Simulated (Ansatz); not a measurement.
**ScAlSe3 in Amm2, a phase reached by a soft mode: a soft mode frozen in**

Wanted: the energy along a soft mode of ScAlSe3 in Amm2, a phase reached by a soft mode and the structure at the end.

Program: Ansatz 0.2.0. Level of theory: DFT PBE, scalar-relativistic, plane waves, PAW; PAW set soft_1. Results are calculated unless marked as measured.

The structure was built from a prototype and need not be the compound's stable phase.

## 1. Starting point

It takes space group Amm2 (No. 38, orthorhombic). Conventional cell: a = 3.784 Å, b = 12.358 Å, c = 6.654 Å, α = 90.00°, β = 90.00°, γ = 90.00°. Nearest to Sc lie 5 Se at 2.64 to 2.72 Å. Nearest to Al lie 4 Se at 2.40 Å. Nearest to Se lie 1 Al at 2.40 Å and 2 Sc at 2.72 Å. Se has 2 Al at 2.40 Å and 1 Sc at 2.64 Å nearest. Farther neighbours and most contacts between anions are not listed.

As a file:

```cif
data_structure
_symmetry_space_group_name_H-M 'P 1'
_symmetry_Int_Tables_number 1
_cell_length_a 3.7843
_cell_length_b 7.0179
_cell_length_c 7.0179
_cell_angle_alpha 123.404
_cell_angle_beta 90.000
_cell_angle_gamma 90.000
_cell_volume 155.59
loop_
_atom_site_label
_atom_site_type_symbol
_atom_site_fract_x
_atom_site_fract_y
_atom_site_fract_z
_atom_site_occupancy
Sc1 Sc 0.00000 0.05862 0.05862 1
Al2 Al 0.50000 0.43917 0.43917 1
Se3 Se 0.50000 0.33275 0.05004 1
Se4 Se 0.50000 0.05004 0.33275 1
Se5 Se 0.00000 0.66199 0.66199 1
```

## 2. Modes at Γ

This phase was reached earlier by freezing in an unstable mode of a structure of higher symmetry and relaxing. Its zone-centre modes can show that it is still unstable.

Input file input.yaml:

```yaml
crystal:
  lattice:
    - [3.7842782188, 0.0, 0.0]
    - [0.0, 6.1792020041, 3.3268936736]
    - [0.0, -6.1792020041, 3.3268936736]
  atoms:
    - { symbol: Sc, position: [0.0, 0.0586185414, 0.0586185414] }
    - { symbol: Al, position: [0.5, 0.4391737924, 0.4391737924] }
    - { symbol: Se, position: [0.5, 0.3327513307, 0.0500443871] }
    - { symbol: Se, position: [0.5, 0.0500443871, 0.3327513307] }
    - { symbol: Se, position: [0.0, 0.6619868952, 0.6619868952] }
kpoints:
  mp_grid: { grid: [6, 4, 4] }
hamiltonian:
  xc: pbe
  pseudopotentials: { kind: paw, azcp: { folder: soft_1 } }
scf:
  occupations: { method: fixed }
output:
  eigenvalues: true
phonons:
  method: dfpt
  dielectric: true
  rigid_motions: translations
```

Command:

```sh
$ ansatz run input.yaml --threads 4 --pin off --max-ram 16384MiB --backend cpu --events-out ev --progress --plain --runs-dir out
```

Numbers of over 12 decimals in the logs are rounded to 6 here.

What it wrote:

```text
Engine: ansatz 0.2.0, aarch64-unknown-linux-gnu
Pseudopotentials: kind: paw
Pseudopotential: Sc, paw, valence charge 11, recommended cutoff 420 eV (normal), soft_1/Sc.paw.azcp
Pseudopotential: Al, paw, valence charge 3, recommended cutoff 420 eV (normal), soft_1/Al.paw.azcp
Pseudopotential: Se, paw, valence charge 16, recommended cutoff 420 eV (normal), soft_1/Se.paw.azcp
Functional definition: PBE
  parameter kappa = 0.804
  parameter beta = 0.066725
  exchange = pbe_x(kappa = kappa, mu = beta*pi^2/3)
  correlation = pbe_c(beta = beta)
Crystal: 5 atoms, lattice volume = 155.591 Å³
Basis set: ecut = 420 eV, 3063 PW (Γ), exchange–correlation on 54×96×96 points (8 copies of the dense FFT grid, shifted against one another)
Bands: 38, of which v1, the nominal top of the filled ones, is band 31 counted from 1 (30 counted from 0)
Symmetry: 4 space group operations
k-points: 52 of 96 (irreducible under 1 space group operation, time reversal used)
Non-local potential: Sc, projectors of the file, l = 0: 3, l = 1: 2, l = 2: 3, l = 3: 1
Non-local potential: Al, projectors of the file, l = 0: 2, l = 1: 2, l = 2: 1
Non-local potential: Se, projectors of the file, l = 0: 2, l = 1: 2, l = 2: 3, l = 3: 1
PAW form: soft (Blöchl's): semilocal exchange-correlation on the pseudo side does not see the compensation charge
PAW one-centre angular grid: Sc, 590 points (default); XC on 64 Gauss nodes
PAW one-centre angular grid: Al, 110 points (default); XC on 64 Gauss nodes
PAW one-centre angular grid: Se, 590 points (default); XC on 64 Gauss nodes
Initial density: superposition of atomic densities (chi_scale 0.1, normalization cell, long waves kept (reshape's long-wave potential 0.04 eV rms))
Initial wavefunctions: pseudopotential atomic-orbital guess
Functional: x = pbe(κ = 0.804, μ = 0.219515), c = pbe(β = 0.066725)
SCF iter   1: F=—  HF=-19089.350153 eV  |F-HF|=—  |Δ(HF+E_count)|=         —  Δρ=8.33e-2  dr2=2.90e1  ethr=3.10e-3  ⟨swp⟩=4.8  Hψ=6728  notcnv=0  defer=212
preconditioner: auto → Resta (q_TF=auto, 2.340 Å⁻¹)  ε∞=5.7  [insulator: Δε(μ)=0.026 eV  Ē_g=6.732 eV  n_scr=32 (ndim 8)  ℏωp=14.6 eV  f_vac=0.168  ε∞_Penn≈5.7]
SCF iter   2: F=—  HF=-19087.620247 eV  |F-HF|=—  |Δ(HF+E_count)|=    1.73e0  Δρ=4.56e-2  dr2=5.04e0  ethr=3.10e-3  ⟨swp⟩=3.6  Hψ=3764  notcnv=0  defer=240
SCF iter   3: F=—  HF=-19086.538041 eV  |F-HF|=—  |Δ(HF+E_count)|=    1.08e0  Δρ=2.31e-2  dr2=1.26e0  ethr=3.10e-3  ⟨swp⟩=3.0  Hψ=4878  notcnv=0  defer=208
SCF iter   4: F=—  HF=-19086.475292 eV  |F-HF|=—  |Δ(HF+E_count)|=   6.27e-2  Δρ=1.99e-2  dr2=1.37e0  ethr=2.03e-3  ⟨swp⟩=3.1  Hψ=4252  notcnv=0  defer=211
SCF iter   5: F=—  HF=-19086.321790 eV  |F-HF|=—  |Δ(HF+E_count)|=   1.54e-1  Δρ=1.05e-2  dr2=4.00e-1  ethr=2.03e-3  ⟨swp⟩=2.0  Hψ=2259  notcnv=0  defer=162
SCF iter   6: F=—  HF=-19086.265682 eV  |F-HF|=—  |Δ(HF+E_count)|=   5.61e-2  Δρ=2.55e-3  dr2=2.34e-2  ethr=6.45e-4  ⟨swp⟩=2.3  Hψ=2344  notcnv=0  defer=209
SCF iter   7: F=—  HF=-19086.264154 eV  |F-HF|=—  |Δ(HF+E_count)|=   1.53e-3  Δρ=5.52e-4  dr2=1.26e-3  ethr=3.78e-5  ⟨swp⟩=2.9  Hψ=2887  notcnv=0  defer=260
SCF iter   8: F=—  HF=-19086.264150 eV  |F-HF|=—  |Δ(HF+E_count)|=   4.23e-6  Δρ=1.38e-4  dr2=6.53e-5  ethr=2.02e-6  ⟨swp⟩=2.0  Hψ=3517  notcnv=0  defer=260
SCF iter   9: F=—  HF=-19086.264166 eV  |F-HF|=—  |Δ(HF+E_count)|=   1.56e-5  Δρ=4.79e-5  dr2=5.76e-6  ethr=1.05e-7  ⟨swp⟩=2.0  Hψ=3426  notcnv=0  defer=241
SCF iter  10: F=—  HF=-19086.264169 eV  |F-HF|=—  |Δ(HF+E_count)|=   3.38e-6  Δρ=1.70e-5  dr2=6.97e-7  ethr=9.29e-9  ⟨swp⟩=2.0  Hψ=3522  notcnv=0  defer=134
SCF iter  11: F=—  HF=-19086.264170 eV  |F-HF|=—  |Δ(HF+E_count)|=   1.26e-6  Δρ=4.55e-6  dr2=5.66e-8  ethr=1.12e-9  ⟨swp⟩=2.0  Hψ=2490  notcnv=0  defer=134
SCF iter  12: F=—  HF=-19086.264170 eV  |F-HF|=—  |Δ(HF+E_count)|=   8.93e-8  Δρ=1.04e-6  dr2=2.77e-9  ethr=9.12e-11  ⟨swp⟩=2.0  Hψ=2490  notcnv=0  defer=134
SCF iter  13: F=—  HF=-19086.264170 eV  |F-HF|=—  |Δ(HF+E_count)|=   4.23e-9  Δρ=3.90e-7  dr2=3.03e-10  ethr=4.47e-12  ⟨swp⟩=2.0  Hψ=2631  notcnv=0  defer=134
SCF iter  14: F=-19086.264170 eV  HF=-19086.264170 eV  |F-HF|=1.82e-11  |Δ(HF+E_count)|=  8.04e-10  Δρ=1.30e-7  dr2=2.20e-11  ethr=1.00e-12  ⟨swp⟩=14.2  Hψ=11678  notcnv=0
SCF 1 converged in 14 iterations: F = -19086.264170 eV  dr2 = 2.20e-11
  greatest PAW one-centre occupation: 1.000 electrons in one spin orbital (limit 2), on the Se atom at site 3 (counted from 0), in its partial waves of l = 2
NSCF: frozen V_eff on 2 k-points
DFPT response loops at Γ: preconditioner auto → none (the input reference at scf.mixing.eps_inf says where Resta's filter doesn't serve); β = 0.50; Broyden in place of MSR1
── the response to a field inside a basis, on 8×6×6 k-points: an SCF that follows is theirs, and a resumed run solves both again ──
Bands: 32, of which v1, the nominal top of the filled ones, is band 31 counted from 1 (30 counted from 0)
k-points: 48 of 288 (time reversal used)
Initial density: handed on by an earlier stage of this run
Initial wavefunctions: pseudopotential atomic-orbital guess (no wavefunctions were taken with the density)
Eigensolver: Dense (48 Hₖ)
SCF iter   1: F=—  HF=-19086.234840 eV  |F-HF|=—  |Δ(HF+E_count)|=         —  Δρ=1.44e-4  dr2=1.52e-5  ethr=1.00e-1
preconditioner: auto → Resta (q_TF=auto, 2.340 Å⁻¹)  ε∞=6.3  [insulator: Δε(μ)=1.475 eV  Ē_g=6.350 eV  n_scr=32 (ndim 8)  ℏωp=14.6 eV  f_vac=0.220  ε∞_Penn≈6.3]
SCF iter   2: F=—  HF=-19086.234851 eV  |F-HF|=—  |Δ(HF+E_count)|=   1.11e-5  Δρ=8.02e-5  dr2=4.66e-6  ethr=2.45e-8
SCF iter   3: F=—  HF=-19086.234857 eV  |F-HF|=—  |Δ(HF+E_count)|=   5.60e-6  Δρ=1.52e-5  dr2=5.33e-7  ethr=7.51e-9
SCF iter   4: F=-19086.234857 eV  HF=-19086.234857 eV  |F-HF|=2.60e-8  |Δ(HF+E_count)|=   8.30e-9  Δρ=5.64e-6  dr2=7.36e-8  ethr=8.59e-10
SCF 1 converged in 4 iterations: F = -19086.234857 eV  dr2 = 7.36e-8
DFPT response loops at Γ: mixed as the last ones told, above
WARN: field response: ε∞ stands inside a basis, on 8×6×6 points; the force constants stand on the 6×4×4 k-mesh, whose period is 11.55 times the interband length at k = (0.0000, 0.0000, 0.0000), direct gap 2.038 eV, under 14: take them and everything formed from them as unconverged, and compare with a denser kpoints.mp_grid
SCF converged after 14 iterations
Free energy (F): -19086.264170 eV
Harris-Foulkes:  -19086.264170 eV  (|F-HF|=1.82e-11)
Internal energy: -19086.264170 eV  (E = F + TS)
E sigma→0 (E₀):  -19086.264170 eV
Fermi energy:    3.615390 eV
--- Per-component energies (eV) ---
  E_band       = -1532.964745
  E_kinetic    = 562.072916
  E_local      = -10929.294487  (includes V_loc(G=0)·N_el)
  E_nonlocal   = -912.324076
  E_hartree    = 5446.426552
  E_xc         = -379.478308
  E_vxc        = -406.414349  (∫ρ·V_xc dr)
  E_paw        = -7849.662253  (= ΣΔE_a)
  E_vpaw       = -739.856846  (= ΣTr[D̂ρ^β])
  E_aug_tail   = -0.001042  (compensation charges beyond the density's cutoff)
  E_ewald      = -5024.003472
  E_smearing   = -0.000000  (= −TS)
  E_closure    = -0.000000  (closes the sum)
  Σ components = -19086.264170   (vs F -19086.264170, Δ=0.00e0)
--- Band table (eV; the first three rows and the last of 52) ---
  k-point 0: bands = [... 27 lower, 2.3038, 3.1218, 3.2267, 3.6154, 5.6531, 6.3683, 6.4695, 6.5422, ... 3 higher]
  k-point 1: bands = [... 27 lower, 2.7573, 3.1086, 3.3109, 3.5020, 5.7508, 6.3015, 6.3503, 6.6504, ... 3 higher]
  k-point 2: bands = [... 27 lower, 3.0657, 3.0965, 3.3913, 3.5017, 5.8468, 6.1153, 6.5557, 6.6962, ... 3 higher]
  k-point 51: bands = [... 27 lower, 2.1880, 2.3560, 2.8619, 2.9560, 5.0936, 6.0466, 6.4565, 6.9338, ... 3 higher]
--- Phonons (Γ-DFPT): 12 representative perturbations + reference, on 52 of 96 k-points (Σ response iterations 41) ---
  k mesh reduced under 1 symmetry operation, with k and −k counted as one. Each operation leaves every solved perturbation unchanged. A smaller set is not considered because the run solves the response to a homogeneous field
  ASR residual: 9.847e-5 → 0.000e0 eV/Å²; symmetrization residual: 1.308e-5 eV/Å²
  ASR residual per site (eV/Å²): 5.49e-5 4.02e-5 3.92e-5 3.92e-5 9.85e-5
  Γ frequencies (cm⁻¹): -22.43 0.00 0.00 0.00 80.20 95.14 96.23 173.69 190.89 195.78 197.05 253.98 328.63 331.83 411.46
  ε∞ (high-frequency dielectric tensor):
        6.146198     0.000000     0.000000
        0.000000     3.641106     0.000000
        0.000000     0.000000     5.661060
  softest optical mode at Γ: -22.43 cm⁻¹; the repairs (sum rule, projections) moved no ω² at Γ by more than (1.55 cm⁻¹)²
  Born effective charges Z* (e; rows j = field, columns β = displacement):
    site 0:
         3.82790    0.00000    0.00000
         0.00000    1.23325    0.00000
        -0.00000    0.00000    3.31108
    site 1:
         2.40510    0.00000    0.00000
         0.00000    0.96948    0.00000
        -0.00000    0.00000    3.06094
    site 2:
        -2.07050   -0.00000    0.00000
         0.00000   -0.90257   -0.03340
        -0.00000   -0.07875   -1.43420
    site 3:
        -2.07050    0.00000    0.00000
         0.00000   -0.90257    0.03340
         0.00000    0.07875   -1.43420
    site 4:
        -2.09200    0.00000    0.00000
         0.00000   -0.39760    0.00000
        -0.00000    0.00000   -3.50362
  Z* charge neutrality: 2.682e-2 e pre-enforcement
  solved inside a basis spanned on kpoints, on 8×6×6 k-points, its susceptibility summed on 10×8×8: ε∞ is read to err by 2.5e-2, Z* by 4.0e-2 e (field_mesh: kpoints solves on kpoints); Z* is corrected for what the basis lacks
  optical modes at Γ without the LO–TO term, one row a degenerate level:
      ω (cm⁻¹)  modes    IR ((D/Å)²/amu)
        -22.43      1             0.0289
         80.20      1             0.0268
         95.14      1             0.0167
         96.23      1             0.0000
        173.69      1             0.3897
        190.89      1             0.1936
        195.78      1             0.1052
        197.05      1            10.0652
        253.98      1            11.3685
        328.63      1             1.8577
        331.83      1             6.1671
        411.46      1             6.5658
  optical modes at Γ + LO–TO along q̂ = [1.0000, 0.0000, 0.0000]:
      ω (cm⁻¹)  modes    IR ((D/Å)²/amu)
        -22.43      1             0.0289
         80.20      1             0.0268
         95.24      1             0.0047
         96.23      1             0.0000
        173.69      1             0.3897
        190.89      1             0.1936
        195.78      1             0.1052
        238.10      1             5.9630
        253.98      1            11.3685
        328.63      1             1.8577
[...]
optical modes at Γ + LO–TO along q̂ = [0.0000, 1.0000, 0.0000]:
      ω (cm⁻¹)  modes    IR ((D/Å)²/amu)
[...]
optical modes at Γ + LO–TO along q̂ = [0.0000, 0.0000, 1.0000]:
      ω (cm⁻¹)  modes    IR ((D/Å)²/amu)
        -22.43      1             0.0289
         80.20      1             0.0268
         95.14      1             0.0167
         96.23      1             0.0000
        175.07      1             0.1006
        190.89      1             0.1936
        196.10      1             0.0246
        197.05      1            10.0652
        296.57      1             7.8132
        328.63      1             1.8577
        331.83      1             6.1671
        435.74      1            10.4907
```

The job ended after 2.6 min (4 threads of Arm Neoverse V2, shared host; peak memory 1.8 GiB).

Numbers from this step:

- gap on the k-mesh: 1.448 eV
- volume per atom: 31.12 Å³
- sum-rule residual before enforcement: 9.85e-5 eV/Å²
- miss of the charge sum rule: 0.02682 e
- estimated error of the dielectric tensor: 0.02471
- estimated error of the Born charges: 0.04036 e
- point group: mm2
- highest optical mode at the zone centre (no LO-TO term): 411.5 cm⁻¹
- lowest optical zone-centre mode: -22.43 cm⁻¹
- mean high-frequency dielectric constant: 5.149
- largest Born charge (third of the trace): 2.791 e
- top of the zone-centre spectrum with the field: 435.7 cm⁻¹

Patterns of degenerate modes are one choice out of their space. Modes at Γ, with each element's share of the kinetic energy (negative means imaginary):

```csv
mode,frequency (cm⁻¹),symmetry,Sc %,Al %,Se %
1,-22.4,B2,9,0,91
2,0.0,acoustic,15,9,77
3,0.0,acoustic,15,9,77
4,0.0,acoustic,15,9,77
5,80.2,B2,3,15,82
6,95.1,B1,5,11,84
7,96.2,A2,0,0,100
8,173.7,A1,5,3,92
9,190.9,B2,59,20,21
10,195.8,A1,11,1,88
11,197.1,B1,80,0,20
12,254.0,A1,64,1,35
13,328.6,B2,15,57,29
14,331.8,B1,0,80,20
15,411.5,A1,5,85,9
```

Displacements in mode 1 (-22.4 cm⁻¹), the largest set to 1:
```
Sc1  0.00 -0.50  0.00
Al2  0.00 -0.05  0.00
Se3  0.00 -0.35 -0.34
Se4  0.00 -0.35  0.34
Se5  0.00  1.00  0.00
```

Displacements in mode 8 (173.7 cm⁻¹), the largest set to 1:
```
Sc1  0.00  0.00  0.50
Al2  0.00  0.00  0.53
Se3  0.00 -0.53 -0.73
Se4  0.00  0.53 -0.73
Se5  0.00  0.00  1.00
```

Before it was imposed, the acoustic sum rule was missed by 9.8e-5 eV/Å² and the charge sum rule by 0.027 e. Small misses are needed for a sound result but don't prove that mesh and cutoff are converged. The lowest optical mode is imaginary, 22.4i cm⁻¹, so the energy falls along it.

The log warns of the k mesh: “the force constants stand on the 6×4×4 k-mesh, whose period is 11.55 times the interband length at k = (0.0000, 0.0000, 0.0000), direct gap 2.038 eV, under 14: take them and everything formed from them as unconverged”.

## 3. The mode frozen in, largest atomic shift 0 Å

The mode followed lies at Γ with frequency 22.4i cm⁻¹, the softest among the wavevectors solved. At small amplitude the distorted cell has space group no. 6 by a symmetry search on the positions. The undistorted cell that holds it gives the zero of energy on the same k mesh.

Changes to input.yaml since step 2:

```diff
@@ -17,8 +17,6 @@
 scf:
-  occupations: { method: fixed }
+  occupations: { method: gaussian, width: 0.02 }
 output:
+  forces: true
+  stress: true
   eigenvalues: true
-phonons:
-  method: dfpt
-  dielectric: true
-  rigid_motions: translations
```

What it wrote:

```text
[...]
Crystal: 5 atoms, lattice volume = 155.591 Å³
Basis set: ecut = 420 eV, 3063 PW (Γ), exchange–correlation on 54×96×96 points (8 copies of the dense FFT grid, shifted against one another)
Bands: 38, of which v1, the nominal top of the filled ones, is band 31 counted from 1 (30 counted from 0)
Symmetry: 4 space group operations
[...]
k-points: 28 of 96 (time reversal used)
[...]
k-point 0: bands = [... 27 lower, 2.3038, 3.1218, 3.2267, 3.6154, 5.6531, 6.3683, 6.4695, 6.5422, ... 1 higher]
  k-point 1: bands = [... 27 lower, 2.7573, 3.1086, 3.3109, 3.5020, 5.7508, 6.3015, 6.3503, 6.6504, ... 1 higher]
  k-point 2: bands = [... 27 lower, 3.0657, 3.0965, 3.3913, 3.5017, 5.8468, 6.1152, 6.5557, 6.6962, ... 1 higher]
  k-point 27: bands = [... 27 lower, 2.1880, 2.3560, 2.8619, 2.9560, 5.0936, 6.0466, 6.4565, 6.9337, ... 1 higher]
[key lines of the parts left out:]
SCF converged after 12 iterations
Free energy (F): -19086.264170 eV
Fermi energy:    4.339350 eV
P = ⅓ Tr σ = -0.0006 GPa (-0.006 kbar)
```

Run time: 4.8 s. Hardware: 4 threads; peak memory 0.48 GiB; 18 s of CPU time.

Numbers from this step:

```
pressure                         : -6.49e-4 GPa
energy from the undistorted cell : 0 meV/atom
```

At this level the gap is 1.45 eV on the k-mesh of the self-consistent run, which can miss the band edges.

## 4. The mode frozen in, largest atomic shift 0.22 Å

The atoms are moved along the unstable eigenvector, the largest shift by 0.22 Å, with the cell fixed.

input.yaml, the sections that differ from step 3:

```yaml
crystal:
  lattice:
    - [3.7842782188, 0.0, 0.0]
    - [0.0, 6.1792020041, 3.3268936736]
    - [0.0, -6.1792020041, 3.3268936736]
  atoms:
    - { symbol: Sc, position: [0.0, 0.0674699962, 0.0497670867] }
    - { symbol: Al, position: [0.5, 0.439996729, 0.4383508558] }
    - { symbol: Se, position: [0.5, 0.3502132384, 0.0550246884] }
    - { symbol: Se, position: [0.5, 0.0450640859, 0.315289423] }
    - { symbol: Se, position: [0.0, 0.6441852438, 0.6797885466] }
# kpoints, hamiltonian, scf, output: as in step 3
```

What it wrote:

```text
[...]
Crystal: 5 atoms, lattice volume = 155.591 Å³
Basis set: ecut = 420 eV, 3063 PW (Γ), exchange–correlation on 54×96×96 points (8 copies of the dense FFT grid, shifted against one another)
Bands: 38, of which v1, the nominal top of the filled ones, is band 31 counted from 1 (30 counted from 0)
Symmetry: 2 space group operations
[...]
k-points: 40 of 96 (time reversal used)
[...]
k-point 0: bands = [... 27 lower, 2.3892, 3.1287, 3.2586, 3.6291, 5.6602, 6.3630, 6.4499, 6.5416, ... 1 higher]
  k-point 1: bands = [... 27 lower, 2.7425, 3.1171, 3.3282, 3.5423, 5.7398, 6.2806, 6.3709, 6.6634, ... 1 higher]
  k-point 2: bands = [... 27 lower, 2.9521, 3.1093, 3.3918, 3.5869, 5.8192, 6.1266, 6.5634, 6.7085, ... 1 higher]
  k-point 39: bands = [... 27 lower, 2.1920, 2.3625, 2.8796, 2.9517, 5.1681, 6.0693, 6.4651, 6.9398, ... 1 higher]
[key lines of the parts left out:]
SCF converged after 12 iterations
Free energy (F): -19086.266478 eV
Fermi energy:    4.393331 eV
P = ⅓ Tr σ = -0.2444 GPa (-2.444 kbar)
```

Wall time 6.3 s (4 threads); peak memory 0.52 GiB.

Numbers from this step:

- pressure: -0.2444 GPa
- gap on the k-mesh: 1.528 eV
- energy from the undistorted cell: -0.462 meV/atom

The energy, extrapolated to zero smearing, is -0.46 meV/atom against the undistorted cell.

The run ends at a pressure of -0.24 GPa, with forces up to 0.090 eV/Å.

## 5. Energy along the mode, all amplitudes (two of the runs are shown above)

An imaginary frequency means negative curvature, so the energy should fall and then rise again as anharmonic terms take over.

Numbers from this step:

```
depth at the lowest point sampled  : 0.462 meV/atom
largest atomic shift at that point : 0.22 Å
```

The energy from the parent by largest atomic shift:

| largest atomic shift (Å) | energy from the parent (meV/atom) |
| --- | --- |
| 0.000 | 0 |
| 0.040 | -0.037 |
| 0.080 | -0.139 |
| 0.140 | -0.35 |
| 0.220 | -0.462 |
| 0.320 | 0.543 |
| 0.450 | 6.20 |

Displacement at unit largest shift by atom:

```csv
atom,x (Å),y (Å),z (Å),size
Sc1,0.00,0.50,0.00,0.50
Al2,0.00,0.05,0.00,0.05
Se3,0.00,0.35,0.34,0.49
Se4,0.00,0.35,-0.34,0.49
Se5,0.00,-1.00,0.00,1.00
```

The lowest of the steps tried is at 0.22 Å, 0.462 meV/atom below the parent; the bottom of the well need not coincide with a step.

[end of part 1 of 3]

[Logs are printed without paths, hosts, clocks, repeated set-up lines and the standing remarks that a program may print on its own settings, such as how far it seeks lower states.]

[Hosts, paths, dates, database ids (printed as entryN), source tags and the programs' standing remarks are cut or masked in the printed files.]
